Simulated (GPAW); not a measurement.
**Core-hole calculation of the As K edge in zinc-blende (GaAs)₁₋ₓ(AlAs)ₓ at x = 0.875**

What does the As K edge look like in zinc-blende (GaAs)₁₋ₓ(AlAs)ₓ at x = 0.875?

Program: GPAW 26.7.0. Level of theory: X-ray absorption from dipole matrix elements to empty bands, plane-wave PAW PBE. Results are calculated unless marked as measured.

## Step 1: The structure

The cell holds 16 atoms: 7 Al, 8 As and 1 Ga. Cell: a = 8.004 Å, b = 8.004 Å, c = 8.004 Å, α = 60.0°, β = 60.0°, γ = 60.0°. 16-atom zinc-blende cell, 7 of 8 Ga sites taken by Al at random, lattice constants typed for the ends and interpolated (Vegard).

## Step 2: Relaxation

Bond lengths around the absorber set the edge shape, so the atoms are relaxed before any spectrum.

relax.py reads:

```python
import numpy as np
from ase import Atoms
from ase.parallel import parprint, paropen
from gpaw import GPAW, PW, FermiDirac, Mixer, MixerDif, setup_paths
from ase.optimize import BFGS

atoms = Atoms('AlAsAlAsAlAsAlAsAlAsGaAsAlAsAlAs',
    cell=[[0, 5.66, 5.66],
     [5.66, 0, 5.66],
     [5.66, 5.66, 0]],
    scaled_positions=[[0.000052, 0.99858, 0.999022],
     [0.123984, 0.129241, 0.129939],
     [0.996672, 0.999176, 0.500577],
     [0.125498, 0.123163, 0.621931],
     [0.003514, 0.499332, 0.001207],
     [0.124358, 0.62738, 0.123838],
     [0.998466, 0.498801, 0.499292],
     [0.128759, 0.626944, 0.62849],
     [0.500924, 0.998935, 0.003534],
     [0.622696, 0.12703, 0.126947],
     [0.497903, 0.001165, 0.501797],
     [0.625928, 0.124187, 0.624231],
     [0.497459, 0.499071, 0.999242],
     [0.624751, 0.62824, 0.124523],
     [0.50049, 0.499709, 0.496137],
     [0.628305, 0.625345, 0.62549]],
    pbc=True)
atoms.calc = GPAW(legacy_gpaw=True, mode=PW(400, force_complex_dtype=True), xc='PBE', setups={},
    kpts={'size': (3, 3, 3), 'gamma': True}, occupations=FermiDirac(0.08),
    charge=0, mixer=Mixer(0.1, 5, 50), maxiter=150,
    convergence={'density': 0.0001, 'eigenstates': 1e-6}, txt='relax.txt')
steps = []
opt = BFGS(atoms, logfile='-')
opt.attach(lambda: steps.append([atoms.get_potential_energy(), float(np.linalg.norm(atoms.get_forces(), axis=1).max())]))
done = opt.run(fmax=0.05, steps=30)
out = dict(done=bool(done), steps=steps, frac=atoms.get_scaled_positions().tolist())
import json
with paropen('out.json', 'w') as f:
    json.dump(out, f)
```

Launch:

```console
OMP_NUM_THREADS=1 mpirun -n 4 gpaw python relax.py
```

Numbers of over 12 decimals in the logs are rounded to 6 here.

What it wrote:

```text
Input parameters:
  convergence: {density: 0.0001,
                eigenstates: 1e-06}
  kpts: {gamma: True,
         size: (3, 3, 3)}
  maxiter: 150
  mixer: {backend: pulay,
          beta: 0.1,
          method: separate,
          nmaxold: 5,
          weight: 50}
  mode: {ecut: 400.0,
         force_complex_dtype: True,
         name: pw}
  occupations: {fixmagmom: False,
                name: fermi-dirac,
[...]
No difference between direct/indirect transitions

Forces in eV/Ang:
[...]
14 Al    0.02297    0.00186   -0.00587
 15 As   -0.01066    0.00397   -0.01652
Step     Time          Energy          fmax
BFGS:    0 02:14:10      -73.469012        0.702130
BFGS:    1 02:14:30      -73.508854        0.567844
BFGS:    2 02:14:51      -73.570100        0.091021
BFGS:    3 02:15:02      -73.570882        0.078903
BFGS:    4 02:15:15      -73.571823        0.041696
[key lines of the parts left out:]
Converged after 6 iterations.
Dipole moment: (-26.542832, -26.641134, -26.404381) |e|*Ang
Free energy:    -73.571823
Fermi level: 5.06942
```

It took 1.7 min on 4 MPI ranks of Arm Neoverse V2, shared host; peak memory 0.32 GiB.

In 4 steps the energy fell by 103 meV (energies extrapolated to zero smearing) and the largest force to 0.042 eV/Å. Atom 8 (As; the text counts from 1, the script from 0) is among those that moved most, by 0.05 Å.

## Step 3: The field without a hole

A plain self-consistent run shows whether there is a gap, which decides the set-up of the core-hole run.

scf.py reads:

```python
import numpy as np
from ase import Atoms
from ase.parallel import parprint, paropen
from gpaw import GPAW, PW, FermiDirac, Mixer, MixerDif, setup_paths
from gpaw.test import gen
setup_paths.insert(0, '.')
gen('As', name='nch1s', xcname='PBE', corehole=(1, 0, 0), write_xml=True)
from gpaw.mpi import world
world.barrier()

atoms = Atoms('AlAsAlAsAlAsAlAsAlAsGaAsAlAsAlAs',
    cell=[[0, 5.66, 5.66],
     [5.66, 0, 5.66],
     [5.66, 5.66, 0]],
    scaled_positions=[[0.0002808, 0.001937, 0.9995426],
     [0.1247419, 0.1258816, 0.1262099],
     [0.9982493, 0.9986914, 0.5007593],
     [0.1222504, 0.1251919, 0.6249628],
     [0.0005899, 0.5007346, 0.001054],
     [0.1245286, 0.6269436, 0.1256708],
     [0.0014284, 0.499852, 0.5006417],
     [0.126711, 0.6242261, 0.6260706],
     [0.4995709, 0.000517, 0.0019493],
     [0.6254566, 0.1264079, 0.1246048],
     [0.4988933, 0.9998947, 0.5014555],
     [0.624021, 0.1257517, 0.627181],
     [0.499122, 0.5009025, 0.9996629],
     [0.6256745, 0.6257609, 0.1233462],
     [0.5016401, 0.5004315, 0.4979896],
     [0.6265952, 0.6231624, 0.6250912]],
    pbc=True)
atoms.calc = calc = GPAW(legacy_gpaw=True, mode=PW(400, force_complex_dtype=True), xc='PBE', setups={1: 'nch1s'},
    kpts={'size': (3, 3, 3), 'gamma': True}, occupations=FermiDirac(0.05),
    charge=0, mixer=Mixer(0.1, 5, 50), maxiter=150,
    convergence={'density': 0.0001, 'eigenstates': 1e-6}, txt='scf.txt')
energy = atoms.get_potential_energy() + calc.get_reference_energy()
ef = calc.get_fermi_level()
out = dict(energy=energy, fermi=ef, forces=atoms.get_forces().tolist())
parprint(f'all-electron energy {energy:.4f} eV, Fermi level {ef:.4f} eV')
ev = np.array([[calc.get_eigenvalues(k, s) for k in range(len(calc.get_ibz_k_points()))] for s in range(calc.get_number_of_spins())])
out['homo'], out['lumo'], out['counts'] = ev[ev < ef].max(), ev[ev > ef].min(), sorted(set((ev < ef).sum((0, 2)).tolist()))
out['filled'] = (ev[:, 0] < ef).sum(1).tolist()
import json
with paropen('out.json', 'w') as f:
    json.dump(out, f)
```

Launch:

```console
OMP_NUM_THREADS=1 mpirun -n 4 gpaw python scf.py
```

What it wrote:

```text
Input parameters:
  convergence: {density: 0.0001,
                eigenstates: 1e-06}
  kpts: {gamma: True,
         size: (3, 3, 3)}
  maxiter: 150
  mixer: {backend: pulay,
          beta: 0.1,
          method: separate,
          nmaxold: 5,
          weight: 50}
  mode: {ecut: 400.0,
         force_complex_dtype: True,
         name: pw}
  occupations: {fixmagmom: False,
                name: fermi-dirac,
                width: 0.05}
  setups: {1: nch1s}
  xc: PBE

Initialize ...

[... PAW data sets ...]

Reference energy: -591132.423994  # eV

Spin-paired calculation

[... convergence settings ...]
Symmetries present (total): 1
  [... symmetry matrices ...]

27 k-points: 3 x 3 x 3 Monkhorst-Pack grid
14 k-points in the irreducible part of the Brillouin zone
       k-points in crystal coordinates                weights
   0:     0.00000000    0.00000000    0.00000000          1/27
   1:     0.00000000    0.00000000    0.33333333          2/27
   2:     0.00000000    0.33333333   -0.33333333          2/27
   3:     0.00000000    0.33333333    0.00000000          2/27
   4:     0.00000000    0.33333333    0.33333333          2/27
   5:     0.33333333   -0.33333333   -0.33333333          2/27
   6:     0.33333333   -0.33333333    0.00000000          2/27
   7:     0.33333333   -0.33333333    0.33333333          2/27
   8:     0.33333333    0.00000000   -0.33333333          2/27
   9:     0.33333333    0.00000000    0.00000000          2/27
          ...
  13:     0.33333333    0.33333333    0.33333333          2/27

Wave functions: Plane wave expansion
  Cutoff energy: 400.000 eV
  Number of coefficients (min, max): 6573, 6615
  Pulay-stress correction: 0.000000 eV/Ang^3 (de/decut=0.000000)
  Using FFTW library
  Wavefunction extrapolation:
    Improved wavefunction reuse through dual PAW basis

Occupation numbers: Fermi-Dirac:
  width: 0.0500  # eV

Eigensolver
   Davidson(niter=2)

Densities:
  Coarse grid: 40*40*40 grid
  Fine grid: 80*80*80 grid
  Total Charge: 0.000000

Density mixing:
  Method: separate
  Backend: pulay
  Linear mixing parameter: 0.1
  old densities: 5
  Width of damping distribution: 1.1
  Damping of long wavelength oscillations: 50

[... Hamiltonian set-up ...]
Number of atoms: 16
Number of atomic orbitals: 64
Number of bands in calculation: 43
Number of valence electrons: 64
Bands to converge: occupied

... initialized

Initializing position-dependent things.

Density initialized from atomic densities
Creating initial wave functions:
  43 bands from LCAO basis set

                                  Al

                                Ga
                             As
                                  Al
                    As
                      As Al

             As             As

                   As
         Al            Al
                    As
              Al         Al
            As

Atomic positions and initial magnetic moments

Positions:
   0 Al     5.668375    5.659000    0.012553    ( 0.0000,  0.0000,  0.0000)
   1 As     1.426838    1.420387    1.418529    ( 0.0000,  0.0000,  0.0000)
   2 Al     8.486891    8.484389   11.302684    ( 0.0000,  0.0000,  0.0000)
   3 As     4.245876    4.229227    1.400523    ( 0.0000,  0.0000,  0.0000)
   4 Al     2.840123    0.009304    2.837497    ( 0.0000,  0.0000,  0.0000)
   5 As     4.259798    1.416129    4.253333    ( 0.0000,  0.0000,  0.0000)
   6 Al     5.662794    2.841717    2.837247    ( 0.0000,  0.0000,  0.0000)
[...]
13 As     4.239946    4.239457    7.083124    ( 0.0000,  0.0000,  0.0000)
  14 Al     5.651063    5.657904    5.671725    ( 0.0000,  0.0000,  0.0000)
  15 As     7.065115    7.084545    7.073628    ( 0.0000,  0.0000,  0.0000)

Unit cell:
           periodic     x           y           z      points  spacing
  1. axis:    yes    0.000000    5.660000    5.660000    40     0.1634
  2. axis:    yes    5.660000    0.000000    5.660000    40     0.1634
  3. axis:    yes    5.660000    5.660000    0.000000    40     0.1634

  Lengths:   8.004449   8.004449   8.004449
  Angles:   60.000000  60.000000  60.000000

Effective grid spacing dv^(1/3) = 0.1783

iter:   1   -74.549327
iter:   2   -74.203303   -2.18  -0.82
iter:   3   -73.641768   -1.60  -0.87
iter:   4   -73.543474   -2.90  -1.35
iter:   5   -73.594502   -2.95  -1.35
iter:   6   -73.585638   -3.05  -2.05
iter:   7   -73.578098c  -4.63  -2.02
iter:   8   -73.572264c  -4.02  -2.14
iter:   9   -73.571133c  -4.32  -2.47
iter:  10   -73.571003c  -5.64  -3.08
iter:  11   -73.571002c  -6.82c -3.28
iter:  12   -73.571003c  -6.99c -3.39
iter:  13   -73.571006c  -6.94c -3.48
iter:  14   -73.571010c  -6.72c -3.77
iter:  15   -73.571006c  -7.29c -3.76
iter:  16   -73.571005c  -8.17c -4.38c

Converged after 16 iterations.

Dipole moment: (-26.542730, -26.640972, -26.404370) |e|*Ang

Energy contributions relative to reference atoms: (reference = -591132.423994)

Kinetic:       +162.923707
Potential:     -144.110077
External:        +0.000000
XC:             -92.291829
Entropy (-ST):   -0.000000
Local:           -0.092806
SIC:             +0.000000
--------------------------
Free energy:    -73.571006
Extrapolated:   -73.571005

Showing only first 2 kpts
 Kpt  Band  Eigenvalues  Occupancy
  0    30      4.38582    2.00000
  0    31      4.38718    2.00000
  0    32      5.68210    0.00001
  0    33      5.82150    0.00000

  1    30      4.11270    2.00000
  1    31      4.11452    2.00000
  1    32      6.27215    0.00000
  1    33      6.48328    0.00000

Fermi level: 5.05810

Gap: 1.295 eV
Transition (v -> c):
  (s=0, k=0, n=31, [0.00, 0.00, 0.00]) -> (s=0, k=0, n=32, [0.00, 0.00, 0.00])
No difference between direct/indirect transitions

Forces in eV/Ang:
  0 Al    0.00336    0.01624   -0.01048
  1 As   -0.02697   -0.01779   -0.00911
  2 Al   -0.00000    0.01599    0.02547
  3 As    0.04388    0.01213    0.00628
  4 Al   -0.00503   -0.01136   -0.00284
  5 As   -0.00139    0.00575   -0.00150
  6 Al    0.00931   -0.00819    0.00889
[...]
13 As    0.01408    0.00959   -0.01132
 14 Al    0.02137   -0.00003   -0.00643
 15 As   -0.01269    0.00892   -0.01377
Scalar-relativistic atomic PBE calculation for As (Arsenic, Z=33)
Core hole in 1s state (1s occupation: 2.0)
600 radial gridpoints.
|------------------------------------------------|
|------------------------------------------------|
[... the atom generator's iteration count ...]

Energy contributions:
-------------------------
Kinetic:    +2302.762658
XC:           -83.595879
Potential:  -4479.359419
-------------------------
Total:      -2260.192640

state      eigenvalue         ekin         rmax
-----------------------------------------------
1s^2.0 :  -430.411635   551.249601        0.030
2s^2.0 :   -54.613586   106.674080        0.170
2p^6.0 :   -47.910665   103.785672        0.136
3s^2.0 :    -6.990179    24.693859        0.522
3p^6.0 :    -4.913004    22.195959        0.521
3d^10.0:    -1.493755    17.032069        0.477
4s^2.0 :    -0.532368     3.019714        1.617
4p^3.0 :    -0.190938     1.759224        1.985
-----------------------------------------------
(units: Bohr and Hartree)

Generating PAW setup
Kinetic energy of the core from tauc = 2318.288972328952
Cutoffs:
rc(s)=2.000
rc(p)=2.000
rc(d)=2.000
rc(vbar)=1.800
rc(comp)=2.000
rc(nct)=2.000

Kinetic energy of the core states: 2291.445558
Charge: 0.0
Core electrons: 28.0
Valence electrons: 5.0
Pseudo-core charge: 1.207321
Shape function alpha=2.500
Pseudo-electron charge 6.663542
state    eigenvalue         norm
--------------------------------
4s(2) :    -0.532368     1.194216
*s    :     0.467632
4p(3) :    -0.190938     1.022597
*p    :     0.809062
*d    :     0.000000
--------------------------------

Diagonalizing with gridspacing h=0.050

state   all-electron     PAW
-------------------------------
4s:      -0.532368    -0.532674
4p:      -0.190938    -0.191179
*d:                    0.035724
*f:                    0.070513
-------------------------------
all-electron energy -591205.9950 eV, Fermi level 5.0581 eV
```

Wall time 38 s (4 MPI ranks); peak memory 0.32 GiB; 2.5 min of CPU time.

The mesh shows a gap of 1.29 eV. The excited electron is kept all the same, so that all members of the series, with or without a gap, are treated alike.

## Step 4: Reference energy of the cell

The photon energy needs a difference of total energies, so the cell and mesh of the coming hole run are first run without a hole.

Changes to scf.py since step 3:

```diff
@@ -32,3 +32,3 @@
 atoms.calc = calc = GPAW(legacy_gpaw=True, mode=PW(400, force_complex_dtype=True), xc='PBE', setups={1: 'nch1s'},
-    kpts={'size': (3, 3, 3), 'gamma': True}, occupations=FermiDirac(0.05),
+    kpts={'size': (3, 3, 3), 'gamma': True}, occupations=FermiDirac(0.02),
     charge=0, mixer=Mixer(0.1, 5, 50), maxiter=150,
```

What it wrote:

```text
Input parameters:
  convergence: {density: 0.0001,
                eigenstates: 1e-06}
  kpts: {gamma: True,
         size: (3, 3, 3)}
  maxiter: 150
  mixer: {backend: pulay,
          beta: 0.1,
          method: separate,
          nmaxold: 5,
          weight: 50}
  mode: {ecut: 400.0,
         force_complex_dtype: True,
         name: pw}
  occupations: {fixmagmom: False,
                name: fermi-dirac,
[...]
4s(2) :    -0.532368     1.194216
*s    :     0.467632
4p(3) :    -0.190938     1.022597
*p    :     0.809062
*d    :     0.000000
--------------------------------

Diagonalizing with gridspacing h=0.050

state   all-electron     PAW
-------------------------------
4s:      -0.532368    -0.532674
4p:      -0.190938    -0.191179
*d:                    0.035724
*f:                    0.070513
-------------------------------
all-electron energy -591205.9950 eV, Fermi level 4.8635 eV
[key lines of the parts left out:]
Converged after 16 iterations.
Dipole moment: (-26.542730, -26.640972, -26.404370) |e|*Ang
Free energy:    -73.571006
Fermi level: 4.86348
```

It took 37 s on 4 MPI ranks; peak memory 0.32 GiB.

Reference energy: -591205.995 eV with the cores included.

[end of part 1 of 2]

[Banner, clock and machine lines of the logs are left out without a mark of their own.]

[Logs are printed without paths, hosts, clocks, repeated set-up lines and the standing remarks that a program may print on its own settings, such as how far it seeks lower states.]

[Hosts, paths, dates, database ids (printed as entryN), source tags and the programs' standing remarks are cut or masked in the printed files.]

[Lists of maxima count a maximum above −3 eV only where it reaches 4 % of the highest in the window and stands out from its surroundings by 2 % of it (1.5 % where it reaches 55 %); shoulders and weaker maxima are passed over, and of the rest the first, up to two pre-edge ones and the few strongest are named.]
